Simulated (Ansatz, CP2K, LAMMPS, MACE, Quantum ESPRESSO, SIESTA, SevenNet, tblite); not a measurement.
# SIESTA runs on Li+ BF4- in gamma-butyrolactone and acetonitrile and diethyl carbonate at 360 K (102 atoms)

How do the settings of SIESTA change the result for Li+ BF4- in gamma-butyrolactone and acetonitrile and diethyl carbonate at 360 K (102 atoms)? A plane-wave run serves as the yardstick.

Main program and level: SIESTA 5.4.2; the method is named at each step.

## (1) Starting point

The cell holds 102 atoms: 30 C, 12 O, 50 H, 4 N, 1 B, 4 F and 1 Li. Its edges and angles: a = 10.567 Å, b = 10.567 Å, c = 10.567 Å, α = 90.0°, β = 90.0°, γ = 90.0°. 3 gamma-butyrolactone, 4 acetonitrile, 2 diethyl carbonate, 1 Li+, 1 BF4- placed at random, at 1.06 g/cm³; overlaps pushed apart, then 10 ps at 550 K with stiff harmonic cages for PF6 and BF4 with UFF radii; Joung-Cheatham ions (J. Phys. Chem. B 112, 9020 (2008)); MMFF94 bonds, angles, torsions, charges and radii (Halgren, J. Comput. Chem. 17, 490 (1996)) in harmonic and 12-6 forms; charges of ions scaled by 0.8. Snapshot after 30 ps at 360 K and fixed volume.

The yardstick, on the same geometry:

```
method                                           : Kohn-Sham DFT, PBE, PAW, plane waves (Ansatz 0.2.0); cutoff 420 eV, Γ point, fermi-dirac smearing of 0.05 eV; PAW set soft_2
r.m.s. force component                           : 1.004 eV/Å
longest force                                    : 3.721 eV/Å
pressure                                         : 2.747 GPa
gap (highest filled to lowest empty level) : 4.334 eV
SCF cycles                                       : 10
time                                             : 5.8 s on 8 threads of Arm Neoverse V2, shared host
CPU time                                         : 40 s
```

## (2) PBE, DZP, shift 0.01 Ry, mesh 500 Ry

Method: Kohn-Sham DFT, PBE, PseudoDojo 0.4.1 norm-conserving pseudopotentials (converted to PSML), numerical atomic orbitals (DZP), diagonalisation.

The .psml files are PseudoDojo norm-conserving potentials that we converted to this format, checked against plane waves on the same files for H, C, O, Si, Ge and Ca alone.

input.fdf

```
SystemLabel cell
NumberOfAtoms 102
NumberOfSpecies 7
%block ChemicalSpeciesLabel
  1 6 C
  2 8 O
  3 1 H
  4 7 N
  5 5 B
  6 9 F
  7 3 Li
%endblock ChemicalSpeciesLabel
LatticeConstant 1.0 Ang
%block LatticeVectors
  10.56699 0.00000 0.00000
  0.00000 10.56699 0.00000
  0.00000 0.00000 10.56699
%endblock LatticeVectors
PAO.BasisSize DZP
PAO.EnergyShift 0.01 Ry
PAO.Polarization.NonPerturbative T
XC.Functional GGA
XC.Authors PBE
MeshCutoff 500 Ry
%block kgrid_Monkhorst_Pack
  1 0 0 0.0
  0 1 0 0.0
  0 0 1 0.0
%endblock kgrid_Monkhorst_Pack
SolutionMethod diagon
OccupationFunction FD
ElectronicTemperature 580 K
SCF.Mixer.Method Pulay
SCF.Mixer.Weight 0.15
SCF.Mixer.History 8
SCF.Mix Hamiltonian
MaxSCFIterations 300
SCF.DM.Tolerance 1e-04
SCF.H.Tolerance 1.0e-3 eV
WriteForces T
Write.HirshfeldPop T
Write.VoronoiPop T
Write.DM F
Write.H F
XML.Write F
AtomicCoordinatesFormat Fractional
%block AtomicCoordinatesAndAtomicSpecies
  0.08931 0.41457 0.01219 1
  0.14601 0.27961 0.05319 1
  0.27358 0.28756 0.09245 2
  0.28707 0.31794 0.21519 1
  0.20092 0.33737 0.29217 2
  0.41157 0.33874 0.23287 2
  0.45425 0.37166 0.35481 1
  0.43811 0.51579 0.36926 1
  0.00711 0.42183 0.95010 3
  0.07456 0.46043 0.09976 3
  0.16906 0.45296 0.96071 3
  0.09039 0.24456 0.13283 3
  0.12743 0.20909 0.98524 3
  0.41251 0.31847 0.43356 3
  0.55712 0.35521 0.35244 3
  0.48665 0.56900 0.29705 3
  0.34137 0.54388 0.36845 3
  0.48051 0.54643 0.46108 3
  0.75336 0.18022 0.14013 1
  0.74701 0.28553 0.05404 1
  0.76821 0.39601 0.12666 2
  0.71484 0.50385 0.07363 1
  0.66092 0.51784 0.97218 2
  0.73012 0.59830 0.16070 2
  0.68085 0.71359 0.11394 1
  0.78100 0.79023 0.05261 1
  0.66620 0.19205 0.20238 3
  0.75462 0.09041 0.08921 3
  0.84122 0.18104 0.19045 3
  0.83268 0.28617 0.99645 3
  0.65984 0.28988 0.99973 3
  0.59149 0.71189 0.06075 3
  0.65032 0.77208 0.19643 3
  0.84502 0.73770 0.99026 3
  0.74551 0.87226 0.99855 3
  0.83934 0.82711 0.13537 3
  0.15063 0.99501 0.70640 2
  0.07744 0.06589 0.65232 1
  0.03965 0.18331 0.70487 1
  0.99441 0.26443 0.60085 1
  0.96507 0.16864 0.50142 1
  0.04862 0.06722 0.52451 2
  0.97091 0.16456 0.77641 3
  0.11585 0.23653 0.75110 3
  0.92057 0.32252 0.62324 3
  0.07105 0.32741 0.57458 3
  0.86346 0.13940 0.49243 3
  0.98406 0.20744 0.40894 3
  0.38283 0.53314 0.78010 2
  0.29132 0.58601 0.72948 1
  0.28750 0.71724 0.66959 1
  0.16959 0.71054 0.58854 1
  0.09296 0.61413 0.65576 1
  0.18508 0.52317 0.69325 2
  0.26954 0.79030 0.74719 3
  0.36898 0.73632 0.61158 3
[... 42 atom lines left out ...]
  0.52283 0.17741 0.69005 6
  0.66669 0.32538 0.59951 6
  0.64802 0.31741 0.80370 6
  0.55068 0.47270 0.81886 7
%endblock AtomicCoordinatesAndAtomicSpecies
```

Started as:

```
> OMP_NUM_THREADS=1 mpirun -np 2 siesta < input.fdf > output.txt
```

Log:

```text
Version         : 5.4.2
reinit: System Name:
reinit: System Label: cell
initatom: Reading input for the pseudopotentials and atomic orbitals ----------
Species number:   1 Atomic number:    6 Label: C
Species number:   2 Atomic number:    8 Label: O
Species number:   3 Atomic number:    1 Label: H
Species number:   4 Atomic number:    7 Label: N
Species number:   5 Atomic number:    5 Label: B
Species number:   6 Atomic number:    9 Label: F
Species number:   7 Atomic number:    3 Label: Li
Ground state valence configuration (from tables):   2s02  2p02  3d00  4f00
Ground state valence configuration (from tables):   2s02  2p04  3d00  4f00
Ground state valence configuration (from tables):   1s01  2p00  3d00  4f00
Ground state valence configuration (from tables):   2s02  2p03  3d00  4f00
Ground state valence configuration (from tables):   2s02  2p01  3d00  4f00
Ground state valence configuration (from tables):   2s02  2p05  3d00  4f00
Ground state valence configuration (from tables):   2s01  2p00  3d00  4f00
---- Processing specs for species: C
GGA--PBE XC_GGA_X_PBE--XC_GGA_C_PBE pb
---- Processing specs for species: O
GGA--PBE XC_GGA_X_PBE--XC_GGA_C_PBE pb
---- Processing specs for species: H
GGA--PBE XC_GGA_X_PBE--XC_GGA_C_PBE pb
---- Processing specs for species: N
GGA--PBE XC_GGA_X_PBE--XC_GGA_C_PBE pb
---- Processing specs for species: B
GGA--PBE XC_GGA_X_PBE--XC_GGA_C_PBE pb
---- Processing specs for species: F
GGA--PBE XC_GGA_X_PBE--XC_GGA_C_PBE pb
---- Processing specs for species: Li
GGA--PBE XC_GGA_X_PBE--XC_GGA_C_PBE pb
Semicore shell(s) with  2 electrons included in the valence for Li
Semicore shell(s): 1s
C pseudopotential only contains V_ls up to l=1 -- lmxkb reset.
O pseudopotential only contains V_ls up to l=2 -- lmxkb reset.
H pseudopotential only contains V_ls up to l=1 -- lmxkb reset.
N pseudopotential only contains V_ls up to l=1 -- lmxkb reset.
B pseudopotential only contains V_ls up to l=1 -- lmxkb reset.
[... lines left out ...]
Total number of electrons:   296.000000
[... lines left out ...]
Gamma-point calculation with multiply-connected orbital pairs
Folding of H and S implicitly performed
Folding of H and S implicitly performed
new_DM -- step:     1
Initializing Density Matrix...
Attempting to read DM from file... Failed...
DM filled with atomic data:
InitMesh: MESH = 144 x 144 x 144 = 2985984
InitMesh: Mesh cutoff (required, used) =   500.000   513.245 Ry
stepf: Fermi-Dirac step function
        iscf     Eharris(eV)        E_KS(eV)     FreeEng(eV)     dDmax    Ef(eV) dHmax(eV)
   scf:    1   -15165.642543   -15148.137302   -15148.137302  1.940543 -5.962772  6.878187
   scf:    2   -15176.521930   -15163.868301   -15163.868301  0.070559 -5.556500  4.527281
   scf:    3   -15174.317328   -15171.951849   -15171.951849  0.114920 -5.025383  1.798377
[...]
scf:   12   -15172.937483   -15172.937483   -15172.937483  0.000081 -5.010176  0.001193
   scf:   13   -15172.937483   -15172.937483   -15172.937483  0.000049 -5.010531  0.000734
SCF Convergence by DM+H criterion
max |DM_out - DM_in|         :     0.0000488483
max |H_out - H_in|      (eV) :     0.0007340136
SCF cycle converged after 13 iterations
Using DM_out to compute the final energy and forces
siesta: E_KS(eV) =           -15172.9375
siesta: E_KS - E_eggbox =    -15172.9375
siesta: Atomic forces (eV/Ang):
     1    1.902486   -2.427591   -0.207726
     2   -3.227916    1.817722    0.317026
     3    0.580515   -0.451926   -1.389998
[...]
101   -0.695659    0.667259    1.627476
   102    0.484355    0.371534   -0.080145
----------------------------------------
   Tot   -0.006393   -0.008356    0.008231
----------------------------------------
   Max    4.714621
   Res    1.380433    sqrt( Sum f_i^2 / 3N )
----------------------------------------
   Max    4.714621    constrained
Stress tensor Voigt[x,y,z,yz,xz,xy] (kbar):      -56.89      -65.75      -66.77       -1.63        5.26       -9.08
(Free)E + p*V (eV/cell)   -15126.4397
Target enthalpy (eV/cell)   -15172.9375
siesta: Program's energy decomposition (eV):
siesta: Ebs     =     -4261.574728
siesta: Eions   =     24400.157179
siesta: Ena     =      5216.641683
siesta: Ekin    =     10493.637635
siesta: Enl     =     -1658.320902
siesta: DEna    =      -251.553538
siesta: DUscf   =        28.943478
siesta: Ex      =     -4268.655626
siesta: Ec      =      -333.473034
siesta: Exc     =     -4602.128660
siesta: Eharris =    -15172.937483
siesta: Etot    =    -15172.937483
siesta: FreeEng =    -15172.937483
siesta: Final energy (eV):
siesta:  Band Struct. =   -4261.574728
siesta:       Kinetic =   10493.637635
siesta:       Hartree =    9071.818053
siesta:         Exch. =   -4268.655626
siesta:         Corr. =    -333.473034
siesta:   Exch.-corr. =   -4602.128660
siesta:  Ion-electron =  -27709.346527
siesta:       Ion-ion =   -2426.917984
siesta:         Total =  -15172.937483
siesta:         Fermi =      -5.010531
siesta: Stress tensor (static) (eV/Ang**3):
siesta:    -0.035509   -0.005665    0.003285
siesta:    -0.005665   -0.041037   -0.001017
siesta:     0.003285   -0.001017   -0.041676
siesta: Cell volume =       1179.923604 Ang**3
siesta: Pressure (static):
siesta:                Solid            Molecule  Units
siesta:           0.00042920          0.00051732  Ry/Bohr**3
siesta:           0.03940743          0.04749772  eV/Ang**3
siesta:          63.13766422         76.09973178  kBar
    Orbital volume contribution        =          29.974194 eV
    (Free)E + p_basis*V_orbitals       =      -15142.963289 eV
    (Free)Eharris+ p_basis*V_orbitals  =      -15142.963290 eV
Hirshfeld Atomic Populations:
Atom #   charge [q] valence [e]  Species
     1    -0.091003    4.091003  C
     2     0.027002    3.972998  C
     3    -0.033471    6.033471  O
     4     0.214445    3.785555  C
     5    -0.225145    6.225145  O
     6    -0.057593    6.057593  O
[...]
9     0.033348    0.966652  H
    10     0.008847    0.991153  H
    11     0.008210    0.991790  H
[...]
75    -0.182028    5.182028  N
[...]
81    -0.157376    5.157376  N
[...]
87    -0.182875    5.182875  N
[...]
97     0.123909    2.876091  B
    98    -0.174785    7.174785  F
    99    -0.152704    7.152704  F
   100    -0.142745    7.142745  F
[...]
102     0.131796    2.868204  Li
--------------------
 Total     0.000005
Voronoi Atomic Populations:
Atom #   charge [q] valence [e]  Species
[...]
61    -0.180975    6.180975  O
[...]
66    -0.041993    6.041993  O
[...]
87    -0.183520    5.183520  N
[...]
91    -0.032356    4.032356  C
    92     0.074977    3.925023  C
    93    -0.178942    5.178942  N
[...]
95     0.031749    0.968251  H
    96     0.054176    0.945824  H
    97     0.185306    2.814694  B
[...]
100    -0.161500    7.161500  F
   101    -0.142334    7.142334  F
   102     0.076584    2.923416  Li
--------------------
 Total     0.000005
```

Wall time 1.7 min (2 MPI ranks of Arm Neoverse V2, shared host); peak memory 1.7 GiB; 3.4 min of CPU time.

Banners, paths, timers and routine set-up lines are dropped from the logs unmarked, and long logs keep their key lines alone; longer cuts are marked.

Against the reference:

| Quantity | Value |
| --- | --- |
| r.m.s. force component | 1.38 eV/Å |
| r.m.s. difference of force components | 731.3 meV/Å |
| longest difference of force vectors | 3798 meV/Å |
| force difference over r.m.s. force | 72.82 % |
| slope of forces against the reference's | 1.179 |
| correlation of force components | 0.8581 |
| gap (highest filled to lowest empty level) | 4.221 eV |
| gap difference | -0.1132 eV |
| pressure | 6.314 GPa |
| pressure difference | 3.566 GPa |

This run lies far from the reference in forces at the same functional.

Length of the force difference by element (eV/Å):

| element | atoms | mean | most |
| --- | --- | --- | --- |
| B | 1 | 0.42 | 0.42 |
| C | 30 | 0.89 | 3.2 |
| F | 4 | 1.0 | 1.3 |
| H | 50 | 0.59 | 0.83 |
| Li | 1 | 0.038 | 0.038 |
| N | 4 | 3.6 | 3.8 |
| O | 12 | 1.7 | 2.5 |

Levels nearest the highest filled one (eV from it): -1.08, -0.95, -0.83, -0.79, -0.76, -0.68, -0.63, -0.56, -0.53, -0.28, -0.26, 0.00, 4.22, 4.75, 4.77, 5.26, 5.28, 5.60, 5.89, 6.00, 6.13, 6.21, 6.44, 6.46.

The surroundings of H15, picked at random, nearest first, numbered as they follow in the input and with coordinates relative to it.

| atom | x | y | z | distance (Å) | bonds | Hirshfeld charge (e) | Fx | Fy | Fz (eV/Å) |
| --- | --- | --- | --- | --- | --- | --- | --- | --- | --- |
| H15 | 0.00 | 0.00 | 0.00 | 0.00 | 1 | 0.02 | 0.36 | -0.48 | 0.12 |
| C7 | -1.09 | 0.17 | 0.03 | 1.10 | 4 | 0.04 | 1.14 | 2.12 | 0.97 |
| H14 | -1.53 | -0.39 | 0.86 | 1.79 | 1 | 0.03 | -0.50 | -0.40 | 0.18 |
| O6 | -1.54 | -0.17 | -1.26 | 2.00 | 2 | -0.06 | 0.41 | -1.29 | -1.31 |
| C8 | -1.26 | 1.70 | 0.18 | 2.12 | 4 | -0.09 | 1.01 | -0.78 | 1.59 |
| H16 | -0.74 | 2.26 | -0.59 | 2.45 | 1 | 0.02 | 0.67 | 0.38 | -1.09 |
| H18 | -0.81 | 2.02 | 1.15 | 2.46 | 1 | 0.03 | -0.06 | -0.10 | 0.08 |
| H27 | 1.15 | -1.72 | -1.59 | 2.61 | 1 | 0.02 | 0.82 | -0.86 | 0.03 |
| F100 | 1.16 | -0.32 | 2.61 | 2.87 | 1 | -0.14 | -0.29 | 2.27 | -3.46 |
| H82 | 2.48 | 1.65 | 0.22 | 2.99 | 1 | 0.04 | -1.07 | 0.10 | -0.28 |
| H17 | -2.28 | 1.99 | 0.17 | 3.03 | 1 | 0.01 | -1.87 | 0.33 | 0.00 |

Forces lie 73 % from the reference's, at 5.1 times its CPU time (on 2 against 8 cores).

## (3) PBE, SZ, shift 0.01 Ry, mesh 500 Ry

Method: Kohn-Sham DFT, PBE, PseudoDojo 0.4.1 norm-conserving pseudopotentials (converted to PSML), numerical atomic orbitals (SZ), diagonalisation.

Edit input.fdf of step 2 so:

```diff
@@ -18,3 +18,3 @@
 %endblock LatticeVectors
-PAO.BasisSize DZP
+PAO.BasisSize SZ
 PAO.EnergyShift 0.01 Ry
```

Started as:

```
> OMP_NUM_THREADS=1 siesta < input.fdf > output.txt
```

Log:

```text
Version         : 5.4.2
reinit: System Name:
reinit: System Label: cell
initatom: Reading input for the pseudopotentials and atomic orbitals ----------
Species number:   1 Atomic number:    6 Label: C
Species number:   2 Atomic number:    8 Label: O
Species number:   3 Atomic number:    1 Label: H
Species number:   4 Atomic number:    7 Label: N
Species number:   5 Atomic number:    5 Label: B
Species number:   6 Atomic number:    9 Label: F
Species number:   7 Atomic number:    3 Label: Li
Ground state valence configuration (from tables):   2s02  2p02  3d00  4f00
Ground state valence configuration (from tables):   2s02  2p04  3d00  4f00
Ground state valence configuration (from tables):   1s01  2p00  3d00  4f00
[... lines left out ...]
        iscf     Eharris(eV)        E_KS(eV)     FreeEng(eV)     dDmax    Ef(eV) dHmax(eV)
[... lines left out ...]
SCF Convergence by DM+H criterion
[... lines left out ...]
SCF cycle converged after 14 iterations
[... lines left out ...]
   Max   11.971460
[... lines left out ...]
   Max   11.971460    constrained
Stress tensor Voigt[x,y,z,yz,xz,xy] (kbar):     -235.80     -237.03     -249.86       -6.97        9.85      -10.94
[... lines left out ...]
siesta: FreeEng =    -15054.262986
[... lines left out ...]
siesta:         Fermi =      -4.456894
[... lines left out ...]
siesta: Cell volume =       1179.923604 Ang**3
siesta: Pressure (static):
siesta:                Solid            Molecule  Units
siesta:           0.00163758          0.00199586  Ry/Bohr**3
siesta:           0.15035542          0.18325164  eV/Ang**3
siesta:         240.89593742        293.60148801  kBar
    Orbital volume contribution        =          14.237660 eV
    (Free)E + p_basis*V_orbitals       =      -15040.025326 eV
    (Free)Eharris+ p_basis*V_orbitals  =      -15040.025326 eV
Hirshfeld Atomic Populations:
Atom #   charge [q] valence [e]  Species
     1    -0.085656    4.085656  C
     2     0.043938    3.956062  C
     3    -0.086065    6.086065  O
     4     0.216045    3.783955  C
     5    -0.232427    6.232427  O
     6    -0.104576    6.104576  O
[...]
9     0.037929    0.962071  H
    10     0.013437    0.986563  H
    11     0.018932    0.981068  H
[...]
75    -0.156866    5.156866  N
[...]
81    -0.137311    5.137311  N
[...]
87    -0.162679    5.162679  N
[...]
97     0.247190    2.752810  B
    98    -0.260041    7.260041  F
    99    -0.226890    7.226890  F
   100    -0.213385    7.213385  F
[...]
102     0.228513    2.771487  Li
--------------------
 Total    -0.000001
Voronoi Atomic Populations:
Atom #   charge [q] valence [e]  Species
[...]
61    -0.173015    6.173015  O
[...]
66    -0.085263    6.085263  O
[...]
87    -0.171187    5.171187  N
[...]
91     0.007194    3.992806  C
    92     0.062976    3.937024  C
    93    -0.160029    5.160029  N
[...]
95     0.026132    0.973868  H
    96     0.050840    0.949160  H
    97     0.326619    2.673381  B
[...]
100    -0.230236    7.230236  F
   101    -0.224219    7.224219  F
   102     0.163772    2.836228  Li
--------------------
 Total    -0.000001
```

Wall time 70 s (1 thread); peak memory 0.74 GiB.

Compared with the plane-wave run:

- r.m.s. force component: 3.248 eV/Å
- r.m.s. difference of force components: 2896 meV/Å
- longest difference of force vectors: 13340 meV/Å
- force difference over r.m.s. force: 288.3 %
- slope of forces against the reference's: 1.573
- correlation of force components: 0.4863
- gap (highest filled to lowest empty level): 1.877 eV
- gap difference: -2.457 eV
- pressure: 24.09 GPa
- pressure difference: 21.34 GPa

This is a coarse setting, run to see what it loses.

Against the first run (73 %), the force difference from the reference is 288 %, at 0.34 times the CPU time (on 1 against 2 cores), with 256 basis functions against 919: the smaller basis costs accuracy.

[end of part 1 of 2]

[Also dropped from logs without a mark: logging warnings of Python, and SIESTA's first energy breakdown and zero terms.]

[Logs are printed without paths, hosts, clocks, repeated set-up lines and the standing remarks that a program may print on its own settings, such as how far it seeks lower states.]

[Hosts, paths, dates, database ids (printed as entryN), source tags and the programs' standing remarks are cut or masked in the printed files.]

[The MMFF94 radii named for the starting cell were scaled by 0.96; in molecules described by MMFF94, hydrogen bound to N, O or S took a small fixed 12-6 site in their place.]
